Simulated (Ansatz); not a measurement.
**Phonons of ScAl (Pm-3m) against volume**

Aim: how the phonons of ScAl (Pm-3m) shift with volume, and the thermal expansion that follows.

Main program and level: Ansatz 0.2.0; DFT LDA, scalar-relativistic, plane waves, PAW.

## Step 1: Set-up

The structure is cubic, space group Pm-3m (No. 221). Conventional cell: a = 3.307 Å, b = 3.307 Å, c = 3.307 Å, α = 90.00°, β = 90.00°, γ = 90.00°. Nearest to Sc lie 8 Al at 2.86 Å. Nearest to Al lie 8 Sc at 2.86 Å. Farther neighbours are not listed.

## Step 2: The dispersion

The cell comes from relaxations at this level that are not shown. Stability and thermal properties need the whole zone. Linear response on a 4×4×4 q mesh gives force constants as far as a supercell of that size would.

input.yaml

```yaml
crystal:
  lattice:
    - [3.3070649254, 0.0, 0.0]
    - [0.0, 3.3070649254, 0.0]
    - [0.0, 0.0, 3.3070649254]
  atoms:
    - { symbol: Sc, position: [0.5, 0.5, 0.5] }
    - { symbol: Al, position: [0.0, 0.0, 0.0] }
kpoints:
  mp_grid: { grid: [12, 12, 12] }
hamiltonian:
  xc: lda
scf:
  occupations: { method: methfessel_paxton, width: 0.15 }
output:
  eigenvalues: true
phonons:
  method: dfpt
  qmesh: [4, 4, 4]
  temperatures: { t_max: 1000, t_step: 50 }
  qpath:
    path:
      - [[0.0, 0.0, 0.0], [0.0, 0.5, 0.0], [0.5, 0.5, 0.0], [0.0, 0.0, 0.0], [0.5, 0.5, 0.5], [0.0, 0.5, 0.0]]
      - [[0.5, 0.5, 0.5], [0.5, 0.5, 0.0]]
    npoints: 10
```

Command:

```bash
> ansatz run input.yaml --threads 4 --pin off --max-ram 7168MiB --backend cpu --events-out ev --progress --plain --runs-dir out
```

Numbers of over 12 decimals in the logs are rounded to 6 here.

Output:

```text
Engine: ansatz 0.2.0, aarch64-unknown-linux-gnu
Pseudopotentials: kind: paw
Pseudopotential: Sc, paw, valence charge 11, recommended cutoff 420 eV (normal), Sc.paw.azcp
Pseudopotential: Al, paw, valence charge 3, recommended cutoff 420 eV (normal), Al.paw.azcp
Functional definition: SPW92
  exchange = slater_x
  correlation = pw_c
Crystal: 2 atoms, lattice volume = 36.168 Å³
Basis set: ecut = 420 eV, 739 PW (Γ), exchange–correlation on 48×48×48 points (8 copies of the dense FFT grid, shifted against one another)
Bands: 11, of which v1, the nominal top of the filled ones, is band 7 counted from 1 (6 counted from 0)
Symmetry: 48 space group operations
k-points: 84 of 1728
Non-local potential: Sc, projectors of the file, l = 0: 3, l = 1: 2, l = 2: 3, l = 3: 1
Non-local potential: Al, projectors of the file, l = 0: 2, l = 1: 2, l = 2: 1
PAW form: soft (Blöchl's): semilocal exchange-correlation on the pseudo side does not see the compensation charge
PAW frozen core: Sc, regenerated for the run's functional, and the local potential with it (the file was generated under x = pbe(κ = 0.804, μ = 0.219515), c = pbe(β = 0.066725))
PAW frozen core: Al, regenerated for the run's functional, and the local potential with it (the file was generated under x = pbe(κ = 0.804, μ = 0.219515), c = pbe(β = 0.066725))
PAW one-centre angular grid: Sc, 590 points (default); XC on 64 Gauss nodes
PAW one-centre angular grid: Al, 110 points (default); XC on 64 Gauss nodes
Initial density: superposition of atomic densities (neutral atoms: chi_scale 0, normalization atom), corrected by the library's trained network
Initial wavefunctions: pseudopotential atomic-orbital guess
Functional: x = slater, c = lda
SCF iter   1: F=—  HF=-2602.871956 eV  |F-HF|=—  |Δ(HF+E_count)|=         —  Δρ=3.98e-3  dr2=5.52e-3  ethr=1.77e-3  ⟨swp⟩=5.0  Hψ=4905  notcnv=0
preconditioner: auto → none  [metal: Δε(μ)=0.083 eV  Ē_g=5.078 eV  σ=0.150 eV  W_gap=0.40  n_scr=6 (ndim 8)  ℏωp=15.1 eV  f_vac=0.000  D(μ)=0.70/eV (n_scr^D=0)  sad-step TF]
SCF iter   2: F=—  HF=-2602.871151 eV  |F-HF|=—  |Δ(HF+E_count)|=   8.05e-4  S|Δr|=    0.00e0  Δρ=2.45e-3  dr2=1.97e-3  ethr=3.94e-5  ⟨swp⟩=1.0  Hψ=1596  notcnv=0
SCF iter   3: F=—  HF=-2602.870857 eV  |F-HF|=—  |Δ(HF+E_count)|=   2.94e-4  S|Δr|=    0.00e0  Δρ=3.24e-4  dr2=6.37e-5  ethr=1.40e-5  ⟨swp⟩=1.9  Hψ=1057  notcnv=0
SCF iter   4: F=—  HF=-2602.870841 eV  |F-HF|=—  |Δ(HF+E_count)|=   1.51e-5  S|Δr|=    0.00e0  Δρ=1.46e-4  dr2=7.93e-6  ethr=4.55e-7  ⟨swp⟩=2.4  Hψ=1427  notcnv=0
SCF iter   5: F=—  HF=-2602.870840 eV  |F-HF|=—  |Δ(HF+E_count)|=   1.37e-6  S|Δr|=    0.00e0  Δρ=2.68e-5  dr2=2.95e-7  ethr=5.66e-8  ⟨swp⟩=2.5  Hψ=1317  notcnv=0
SCF iter   6: F=—  HF=-2602.870839 eV  |F-HF|=—  |Δ(HF+E_count)|=   9.77e-7  S|Δr|=    0.00e0  Δρ=3.22e-6  dr2=4.29e-9  ethr=2.11e-9  ⟨swp⟩=2.4  Hψ=1233  notcnv=0
SCF iter   7: F=—  HF=-2602.870839 eV  |F-HF|=—  |Δ(HF+E_count)|=  1.46e-11  S|Δr|=    0.00e0  Δρ=2.22e-7  dr2=3.05e-11  ethr=3.06e-11  ⟨swp⟩=2.6  Hψ=1401  notcnv=0
SCF iter   8: F=-2602.870839 eV  HF=-2602.870839 eV  |F-HF|=0.00e0  |Δ(HF+E_count)|=  2.73e-12  S|Δr|=    0.00e0  Δρ=1.98e-8  dr2=1.33e-13  ethr=1.00e-12  ⟨swp⟩=4.5  Hψ=3094  notcnv=0
SCF 1 converged in 8 iterations: F = -2602.870839 eV  dr2 = 1.33e-13
  greatest PAW one-centre occupation: 0.998 electrons in one spin orbital (limit 2), on the Sc atom at site 0 (counted from 0), in its partial waves of l = 0
Initial density: read from a saved state, or passed on in memory by an earlier SCF of this step, an earlier step, the calling program or the single point that the run made first
iter 1 solved again at ethr=3.33e-9 eV; its pass at ethr=3.10e-3 eV (dr2=4.66e-7 eV) is discarded
SCF iter   1: F=—  HF=-2602.870839 eV  |F-HF|=—  |Δ(HF+E_count)|=         —  Δρ=7.37e-8  dr2=4.61e-13  ethr=3.33e-9  ⟨swp⟩=3.0  Hψ=7940  notcnv=0
eigensolver tolerance schedule: the retry pair's looser diagonalisation over-reported the residual by 1012542.29 of it (diagonalisation noise at an unbounded share of the residual, at the tolerance the schedule requests for it); recorded, not acted on — ethr = c·dr2/N_el stays at c = 1.0e-1
preconditioner: auto → none  [metal: Δε(μ)=0.075 eV  Ē_g=5.107 eV  σ=0.150 eV  W_gap=0.37  n_scr=6 (ndim 8)  ℏωp=15.1 eV  f_vac=0.000  D(μ)=0.68/eV (n_scr^D=0)]
SCF iter   2: F=-2602.870839 eV  HF=-2602.870839 eV  |F-HF|=4.55e-13  |Δ(HF+E_count)|=  3.08e-10  S|Δr|=    0.00e0  Δρ=3.23e-8  dr2=1.18e-13  ethr=1.00e-12  ⟨swp⟩=3.7  Hψ=3108  notcnv=0
SCF 2 converged in 2 iterations: F = -2602.870839 eV  dr2 = 1.18e-13
phonons: the bands overlap, so this run is a metal and interpolates without the dipole-dipole term. If the crystal is really an insulator or semiconductor, its LO-TO splitting is missing
NSCF: frozen V_eff on 84 k-points
NSCF: frozen V_eff on 196 k-points
DFPT response loops at q = (0, 0, 0) (fractional): preconditioner auto → Kerker (q_TF=auto, 2.329 Å⁻¹) (partly filled bands, converged f_vac=0.000); β = 1.00, the filter's whole step (`scf.mixing.beta` (0.50) is not read by the response loops under this deck's `scf.mixing.preconditioner`; to damp them name `kerker` or `kerker_dos`, under which they read `scf.mixing.beta`, and type it under 1.00, their step now; both keys bind the ground state too); Broyden in place of MSR1
NSCF: frozen V_eff on 1176 k-points
DFPT response loops at q = (0, 0, 0.25) (fractional): mixed as the last ones told, above
NSCF: frozen V_eff on 686 k-points
DFPT response loops at q = (0, 0, -0.5) (fractional): mixed as the last ones told, above
NSCF: frozen V_eff on 2016 k-points
DFPT response loops at q = (0, 0.25, 0.25) (fractional): mixed as the last ones told, above
NSCF: frozen V_eff on 1176 k-points
DFPT response loops at q = (0, 0.25, -0.5) (fractional): mixed as the last ones told, above
NSCF: frozen V_eff on 686 k-points
DFPT response loops at q = (0, -0.5, -0.5) (fractional): mixed as the last ones told, above
NSCF: frozen V_eff on 1872 k-points
DFPT response loops at q = (0.25, 0.25, 0.25) (fractional): mixed as the last ones told, above
NSCF: frozen V_eff on 2016 k-points
DFPT response loops at q = (0.25, 0.25, -0.5) (fractional): mixed as the last ones told, above
NSCF: frozen V_eff on 1176 k-points
DFPT response loops at q = (0.25, -0.5, -0.5) (fractional): mixed as the last ones told, above
NSCF: frozen V_eff on 392 k-points
DFPT response loops at q = (-0.5, -0.5, -0.5) (fractional): mixed as the last ones told, above
SCF converged after 8 iterations
Stability not checked: this state was not tested for a lower state beside it, because cold or Methfessel-Paxton smearing, or corrected tetrahedra, fill the levels in a way that the test cannot read (fill_not_monotonic; see scf.lower_state_search)
Free energy (F): -2602.870839 eV
Harris-Foulkes:  -2602.870839 eV  (|F-HF|=0.00e0)
Internal energy: -2602.871741 eV  (E = F + TS)
E sigma→0 (E₀):  -2602.871065 eV
Entropy (-TS):   0.000902 eV (0.451 meV/atom)
Fermi energy:    9.997653 eV
--- Per-component energies (eV) ---
  E_band       = -142.481928
  E_kinetic    = 286.441648
  E_local      = -898.602010  (includes V_loc(G=0)·N_el)
  E_nonlocal   = 98.327350
  E_hartree    = 326.291045
  E_xc         = -143.597352
  E_vxc        = -159.324204  (∫ρ·V_xc dr)
  E_paw        = -1353.842074  (= ΣΔE_a)
  E_vpaw       = -121.906819  (= ΣTr[D̂ρ^β])
  E_aug_tail   = 0.000006  (compensation charges beyond the density's cutoff)
  E_ewald      = -918.250992
  E_core_change = 0.360639  (= ΣΔE_core)
  E_smearing   = 0.000902  (= −TS)
  E_closure    = 0.000000  (closes the sum)
  Σ components = -2602.870839   (vs F -2602.870839, Δ=0.00e0)
--- Band table (eV; the first three rows and the last of 84) ---
  k-point 0: bands = [... 3 lower, -17.6311, 1.3986, 9.2508, 9.2508, 12.8390, 12.8390, 12.8390, 13.9957]
  k-point 1: bands = [... 3 lower, -17.6297, 1.5030, 9.1625, 9.3038, 12.5064, 12.5064, 12.8552, 13.7028]
  k-point 2: bands = [... 3 lower, -17.6260, 1.8112, 8.8080, 9.4558, 11.9685, 11.9685, 12.9000, 13.2675]
  k-point 83: bands = [... 3 lower, -17.7935, 7.3475, 7.3475, 7.3475, 9.7457, 13.1651, 13.1651, 13.1651]
--- Phonons (Γ-DFPT): 2 representative perturbations + reference (Σ response iterations 6) ---
  ASR residual: 1.313e-5 → 0.000e0 eV/Å²; symmetrization residual: 6.186e-7 eV/Å²
  ASR residual per site (eV/Å²): 1.31e-5 8.51e-7
  Γ frequencies (cm⁻¹): 0.00 0.00 0.00 296.27 296.27 296.27
--- Phonons (arbitrary-q DFPT): 10 irreducible q on the 4×4×4 mesh ---
  q = [0.0000, 0.0000, 0.0000] (star 1, of the zone-centre solve; hermiticity 2.27e-7, symmetrization 4.03e-13): -0.00 0.00 0.00 296.27 296.27 296.27
  q = [0.0000, 0.0000, 0.2500] (star 6, 4 solved perturbations in 1848 linear systems a pass and spin channel, the states on 588 of 1728 k-point pairs; hermiticity 7.48e-8, symmetrization 3.75e-13): 130.27 130.27 135.05 280.70 280.70 292.37
  q = [0.0000, 0.0000, -0.5000] (star 3, 4 solved perturbations in 1078 linear systems a pass and spin channel, the states on 343 of 1728 k-point pairs; hermiticity 3.42e-9, symmetrization 9.00e-10): 184.84 184.84 249.60 250.94 251.84 251.84
  q = [0.0000, 0.2500, 0.2500] (star 12, 4 solved perturbations in 3108 linear systems a pass and spin channel, the states on 1008 of 1728 k-point pairs; hermiticity 3.98e-7, symmetrization 9.63e-14): 55.25 160.21 210.98 258.58 269.40 325.94
  q = [0.0000, 0.2500, -0.5000] (star 12, 6 solved perturbations on 588 of 1728 k-point pairs; hermiticity 2.29e-7, symmetrization 2.62e-9): 110.48 152.14 179.53 260.55 318.95 325.16
  q = [0.0000, -0.5000, -0.5000] (star 3, 4 solved perturbations in 1078 linear systems a pass and spin channel, the states on 343 of 1728 k-point pairs; hermiticity 8.44e-9, symmetrization 1.22e-12): 60.63 60.63 169.70 269.96 356.54 356.54
  q = [0.2500, 0.2500, 0.2500] (star 8, 2 solved perturbations on 936 of 1728 k-point pairs; hermiticity 2.72e-7, symmetrization 1.56e-13): 138.72 138.72 172.87 301.24 304.94 304.94
  q = [0.2500, 0.2500, -0.5000] (star 12, 4 solved perturbations in 3108 linear systems a pass and spin channel, the states on 1008 of 1728 k-point pairs; hermiticity 1.76e-7, symmetrization 1.93e-9): 104.15 160.03 216.46 256.84 322.89 336.27
  q = [0.2500, -0.5000, -0.5000] (star 6, 4 solved perturbations in 1848 linear systems a pass and spin channel, the states on 588 of 1728 k-point pairs; hermiticity 7.93e-8, symmetrization 6.53e-14): 146.22 146.22 215.94 279.12 334.94 334.94
  q = [-0.5000, -0.5000, -0.5000] (star 1, 2 solved perturbations on 196 of 1728 k-point pairs; hermiticity 9.50e-14, symmetrization 2.02e-13): 238.73 238.73 238.73 288.38 288.38 288.38
  sum rule: each row above includes the acoustic sum rule's correction from the zone centre's row sums; it moved no ω² by more than (0.28 cm⁻¹)²
  mesh force constants: q→R imaginary residual 3.78e-18; ASR residual 1.313e-5 → 0.000e0 eV/Å²; symmetrization residual 7.105e-15 eV/Å²
  interpolated dispersion: 62 rows × 6 modes
  density of states and harmonic sums: on the 20×20×20 q-mesh, interpolated from the force constants of a 4×4×4 supercell (no non-analytic term)
  largest difference from the sums on the solved wave vectors: F 9.14e-3 eV, S 1.31e-5 and C_V 4.01e-6 eV/K
  zero-point energy: 0.083291 eV/cell   skipped modes (ω ≤ 0): 3   left out of the sums: 6.25e-5 of the cell's modes: C_V's classical limit lies that fraction below 3 k_B per atom; for a crystal, a wire or a layer, F and S can be off by more, and a phonons.interpolated_qmesh denser along its periods is the remedy for the sampling
```

The job ended after 3.8 min (4 threads of Arm Neoverse N1, shared host; peak memory 1.2 GiB).

Reading the cycles: dr2 is the Hartree energy of the density residual (eV), the measure of convergence; HF is the Harris–Foulkes estimate of the energy, which meets the free energy F at convergence.

Numbers from this step:

```yaml
volume_per_atom: 18.08 Å³
gap_on_the_k_mesh: 0 eV
sum_rule_residual_before_enforcement: 1.31e-5 eV/Å²
lowest_frequency_on_the_path: 0 cm⁻¹
point_group: m-3m
highest_frequency_on_the_path_or_at_a_solved_wavevector: 356.5 cm⁻¹
mean_frequency: 224 cm⁻¹
debye_temperature_second_moment: 444 K
logarithmic_mean_frequency: 204.7 cm⁻¹
highest_optical_mode_at_the_zone_centre_no_lo_to_term: 296.3 cm⁻¹
lowest_optical_zone_centre_mode: 296.3 cm⁻¹
lowest_mode_on_the_q_mesh_acoustic_modes_at_gamma_apart: 55.25 cm⁻¹
zero_point_energy_per_atom: 41.65 meV
heat_capacity_at_300_k: 22.44 J/(mol atoms K)
vibrational_entropy_at_300_k: 26.71 J/(mol atoms K)
```

Frequencies (cm⁻¹) solved at each irreducible wavevector; negative means imaginary. Frequencies by wavevector, by row:

```
q in reciprocal lattice units  star  mode 1  mode 2  mode 3  mode 4  mode 5  mode 6
                        0 0 0     1       0       0       0   296.3   296.3   296.3
                     0 0 0.25     6   130.3   130.3   135.1   280.7   280.7   292.4
                     0 0 -0.5     3   184.8   184.8   249.6   250.9   251.8   251.8
                  0 0.25 0.25    12    55.2   160.2     211   258.6   269.4   325.9
                  0 0.25 -0.5    12   110.5   152.1   179.5   260.6   318.9   325.2
                  0 -0.5 -0.5     3    60.6    60.6   169.7     270   356.5   356.5
               0.25 0.25 0.25     8   138.7   138.7   172.9   301.2   304.9   304.9
               0.25 0.25 -0.5    12   104.2     160   216.5   256.8   322.9   336.3
               0.25 -0.5 -0.5     6   146.2   146.2   215.9   279.1   334.9   334.9
               -0.5 -0.5 -0.5     1   238.7   238.7   238.7   288.4   288.4   288.4
```

Symmetry leaves 10 wavevectors to solve. The lowest mode among them, the acoustic zeros apart, lies at q = (0, 0.25, 0.25) and is real, 55.2 cm⁻¹.

## Step 3: Relaxing at another volume, volume ratio 0.97

The volume is scaled by 0.97 and held; symmetry leaves nothing to relax, so this is a single point. The modes can then be followed against volume.

input.yaml, the sections that differ from step 2:

```yaml
crystal:
  lattice:
    - [3.2736579452, 0.0, 0.0]
    - [0.0, 3.2736579452, 0.0]
    - [0.0, 0.0, 3.2736579452]
  atoms:
    - { symbol: Sc, position: [0.5, 0.5, 0.5] }
    - { symbol: Al, position: [0.0, 0.0, 0.0] }
output:
  forces: true
  stress: true
  eigenvalues: true
# kpoints, hamiltonian, scf: as in step 2
# phonons: removed
```

Output:

```text
[...]
Crystal: 2 atoms, lattice volume = 35.083 Å³
Basis set: ecut = 420 eV, 691 PW (Γ)
Bands: 11, of which v1, the nominal top of the filled ones, is band 7 counted from 1 (6 counted from 0)
Symmetry: 48 space group operations
[...]
k-points: 84 of 1728
[...]
--- Band table (eV; the first three rows and the last of 84) ---
  k-point 0: bands = [... 3 lower, -17.1818, 1.6503, 9.5583, 9.5583, 13.2959, 13.2959, 13.2959, 14.5031]
  k-point 1: bands = [... 3 lower, -17.1803, 1.7576, 9.4738, 9.6133, 12.9541, 12.9541, 13.3129, 14.2086]
  k-point 2: bands = [... 3 lower, -17.1760, 2.0745, 9.1306, 9.7711, 12.3982, 12.3982, 13.3601, 13.7660]
  k-point 83: bands = [... 3 lower, -17.3620, 7.6301, 7.6301, 7.6301, 10.2634, 13.6361, 13.6361, 13.6361]
[key lines of the parts left out:]
SCF converged after 6 iterations
Free energy (F): -2602.861423 eV
Fermi energy:    10.357268 eV
P = ⅓ Tr σ = 2.8478 GPa (28.478 kbar)
```

Run time: 0.93 s. Hardware: 4 threads; peak memory 0.33 GiB.

This step gave:

- pressure: 2.848 GPa
- volume per atom: 17.54 Å³

The run ends at a pressure of 2.85 GPa.

## Step 4: Phonons at the other volume, volume ratio 0.97

The phonons are repeated at this volume on the same k and q meshes.

input.yaml, the sections that differ from step 3:

```yaml
output:
  eigenvalues: true
phonons:
  method: dfpt
  qmesh: [4, 4, 4]
  temperatures: { t_max: 1000, t_step: 50 }
  qpath:
    path:
      - [[0.0, 0.0, 0.0], [0.0, 0.5, 0.0], [0.5, 0.5, 0.0], [0.0, 0.0, 0.0], [0.5, 0.5, 0.5], [0.0, 0.5, 0.0]]
      - [[0.5, 0.5, 0.5], [0.5, 0.5, 0.0]]
    npoints: 10
# crystal, kpoints, hamiltonian, scf: as in step 3
```

Output:

```text
[...]
Crystal: 2 atoms, lattice volume = 35.083 Å³
Basis set: ecut = 420 eV, 691 PW (Γ), exchange–correlation on 48×48×48 points (8 copies of the dense FFT grid, shifted against one another)
Bands: 11, of which v1, the nominal top of the filled ones, is band 7 counted from 1 (6 counted from 0)
Symmetry: 48 space group operations
k-points: 84 of 1728
[...]
SCF iter   1: F=—  HF=-2602.862365 eV  |F-HF|=—  |Δ(HF+E_count)|=         —  Δρ=4.00e-3  dr2=4.92e-3  ethr=1.77e-3  ⟨swp⟩=5.0  Hψ=4887  notcnv=0
[...]
SCF iter   8: F=-2602.861423 eV  HF=-2602.861423 eV  |F-HF|=0.00e0  |Δ(HF+E_count)|=  6.55e-11  S|Δr|=    0.00e0  Δρ=6.00e-8  dr2=1.40e-12  ethr=1.00e-12  ⟨swp⟩=3.2  Hψ=3651  notcnv=0
SCF 1 converged in 8 iterations: F = -2602.861423 eV  dr2 = 1.40e-12
[...]
SCF iter   2: F=-2602.861423 eV  HF=-2602.861423 eV  |F-HF|=4.55e-13  |Δ(HF+E_count)|=  1.11e-10  S|Δr|=    0.00e0  Δρ=1.78e-8  dr2=6.81e-14  ethr=1.00e-12  ⟨swp⟩=3.7  Hψ=3041  notcnv=0
SCF 2 converged in 2 iterations: F = -2602.861423 eV  dr2 = 6.81e-14
[...]
NSCF: frozen V_eff on 84 k-points
[...]
SCF converged after 8 iterations
[...]
Free energy (F): -2602.861423 eV
[...]
Internal energy: -2602.862278 eV  (E = F + TS)
E sigma→0 (E₀):  -2602.861637 eV
Entropy (-TS):   0.000855 eV (0.428 meV/atom)
Fermi energy:    10.357188 eV
[...]
--- Band table (eV; the first three rows and the last of 84) ---
  k-point 0: bands = [... 3 lower, -17.1820, 1.6503, 9.5582, 9.5582, 13.2957, 13.2957, 13.2957, 14.5031]
  k-point 1: bands = [... 3 lower, -17.1805, 1.7576, 9.4737, 9.6132, 12.9539, 12.9539, 13.3128, 14.2086]
  k-point 2: bands = [... 3 lower, -17.1763, 2.0745, 9.1305, 9.7710, 12.3980, 12.3980, 13.3599, 13.7660]
  k-point 83: bands = [... 3 lower, -17.3622, 7.6301, 7.6301, 7.6301, 10.2634, 13.6361, 13.6361, 13.6361]
[...]
ASR residual: 5.776e-5 → 0.000e0 eV/Å²; symmetrization residual: 8.204e-7 eV/Å²
  ASR residual per site (eV/Å²): 5.78e-5 2.55e-7
  Γ frequencies (cm⁻¹): 0.00 0.00 0.00 310.99 310.99 310.99
--- Phonons (arbitrary-q DFPT): 10 irreducible q on the 4×4×4 mesh ---
[...]
interpolated dispersion: 62 rows × 6 modes
[...]
```

Run time: 3.8 min. Hardware: 4 threads; peak memory 1.2 GiB.

Numbers from this step:

- sum-rule residual before enforcement: 5.78e-5 eV/Å²
- highest frequency on the path or at a solved wavevector: 373.0 cm⁻¹
- mean frequency: 234.1 cm⁻¹
- Debye temperature (second moment): 465 K
- logarithmic mean frequency: 213.8 cm⁻¹
- highest optical mode at the zone centre (no LO-TO term): 311.0 cm⁻¹
- lowest optical zone-centre mode: 311.0 cm⁻¹
- lowest mode on the q mesh (acoustic modes at Γ apart): 58.7 cm⁻¹
- zero-point energy per atom: 43.53 meV
- heat capacity at 300 K: 22.23 J/(mol atoms K)
- vibrational entropy at 300 K: 25.74 J/(mol atoms K)

Frequencies (cm⁻¹) solved at each irreducible wavevector; negative means imaginary. Frequencies by wavevector, by row:

```
q in reciprocal lattice units  star  mode 1  mode 2  mode 3  mode 4  mode 5  mode 6
                        0 0 0     1       0       0       0     311     311     311
                     0 0 0.25     6   135.2   135.2   142.3   294.2   294.2   305.9
                     0 0 -0.5     3   192.4   192.4   261.2   261.9   263.6   263.6
                  0 0.25 0.25    12    58.7   166.1   220.2   270.3   282.1     342
                  0 0.25 -0.5    12   114.8   158.3   185.6   272.5   333.6   340.9
                  0 -0.5 -0.5     3    63.5    63.5   173.9   281.9     373     373
               0.25 0.25 0.25     8   145.4   145.4     178   314.1   319.8   319.8
               0.25 0.25 -0.5    12   107.3   166.7   227.6   269.4   337.4     352
               0.25 -0.5 -0.5     6   153.9   153.9   225.4   291.7   350.4   350.4
               -0.5 -0.5 -0.5     1   251.7   251.7   251.7   301.3   301.3   301.3
```

The highest optical mode at the zone centre (no LO-TO term) is 311.0 cm⁻¹, +14.7 cm⁻¹ against the base run.

(Continued in part 2 of 2.)

[Logs are printed without paths, hosts, clocks, repeated set-up lines and the standing remarks that a program may print on its own settings, such as how far it seeks lower states.]

[Hosts, paths, dates, database ids (printed as entryN), source tags and the programs' standing remarks are cut or masked in the printed files.]
